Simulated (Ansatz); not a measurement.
Space group P6/mmm (No. 191). a = 3.170 Å, b = 3.170 Å, c = 3.533 Å, α = 90.00°, β = 90.00°, γ = 120.00°
| atom | site | symmetry | x | y | z |
| --- | --- | --- | --- | --- | --- |
| Zr | 1a | 6/mmm | 0.0000 | 0.0000 | 0.0000 |
| B | 2d | -6m2 | 0.6667 | 0.3333 | 0.5000 |

Q: What reflectivity and colour does Ansatz, PBE, independent particles, without spin-orbit coupling, line width 0.15 eV (Gaussian), carrier damping 0.05 eV give for this metal?

A: Reflectivity along the first axis:

```json
{"E (eV)": "1.00", "R (%)": "58.6"}
{"E (eV)": "1.25", "R (%)": "57.8"}
{"E (eV)": "1.50", "R (%)": "57.0"}
{"E (eV)": "1.75", "R (%)": "55.4"}
{"E (eV)": "2.00", "R (%)": "54.1"}
{"E (eV)": "2.25", "R (%)": "54.5"}
{"E (eV)": "2.50", "R (%)": "51.9"}
{"E (eV)": "2.75", "R (%)": "48.9"}
{"E (eV)": "3.00", "R (%)": "46.8"}
{"E (eV)": "3.25", "R (%)": "44.9"}
{"E (eV)": "3.50", "R (%)": "43.6"}
{"E (eV)": "3.75", "R (%)": "43.3"}
{"E (eV)": "4.00", "R (%)": "42.9"}
{"E (eV)": "4.25", "R (%)": "42.0"}
{"E (eV)": "4.50", "R (%)": "39.7"}
{"E (eV)": "4.75", "R (%)": "37.4"}
{"E (eV)": "5.00", "R (%)": "35.8"}
```

The colour is light grey: CIE x = 0.320, y = 0.340, luminous reflectivity 54 % under D65, from the mean over the axes. The mesh is 12×12×10, and the carriers' damping is typed.

[Logs are printed without paths, hosts, clocks, repeated set-up lines and the standing remarks that a program may print on its own settings, such as how far it seeks lower states.]
